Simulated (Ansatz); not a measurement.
In doubt: masses and optical values from hybrid runs of this build are listed as unsure, which bears on the screening that GW takes from such a start.

Rows from a G0W0 calculation on ZrSeS (layered bulk) (P3m1) (Ansatz 0.2.0; G0W0 on HSE06, plane waves, PAW; PAW set soft_1; 6×6×4 mesh, 158 empty bands, screening to 105 eV, PAW set soft_1 files), in eV. Spin-orbit coupling is left out.

The structure was built from a prototype and need not be the compound's stable phase.

```csv
row,k,band,start,Σx,Σc at the solution,Vxc
A,"(0.000, -0.500, -0.500)",c1,10.118,-9.624,-4.103,-13.857
B,"(0.000, -0.500, -0.500)",v1,8.178,-17.886,1.753,-16.105
C,Γ,v2,9.210,-17.864,1.377,-16.444
D,Γ,c1,11.156,-10.252,-4.782,-15.196
E,Γ,v1,9.357,-17.821,1.369,-16.415
F,"(0.000, -0.500, -0.500)",c2,13.148,-11.019,-5.720,-16.869
```

Question: Work out each quasiparticle level and how far it moved.

The quasiparticle equation reads E = start + Σx + Σc(E) − Vxc.

```csv
row,E (eV),shift (eV)
A,10.248,+0.130
B,8.151,−0.027
C,9.167,−0.043
D,11.319,+0.163
E,9.321,−0.036
F,13.279,+0.130
```

The gap over the computed points goes from 0.76 eV to 0.93 eV.

Limits: not at the basis limit; no spin-orbit coupling; coarse k mesh.

[Paths, hosts, dates, memory and timing lines, banners, echoed tables and standing remarks are left out of the program output.]

[Logs are printed without paths, hosts, clocks, repeated set-up lines and the standing remarks that a program may print on its own settings, such as how far it seeks lower states.]

[Runs of the session that timed out or met a known fault of the program may be left out.]

[Cells called generated may have been cut or substituted from an entry of the Crystallography Open Database or the Materials Project.]

[Hosts, paths, dates, database ids (printed as entryN), source tags and the programs' standing remarks are cut or masked in the printed files.]
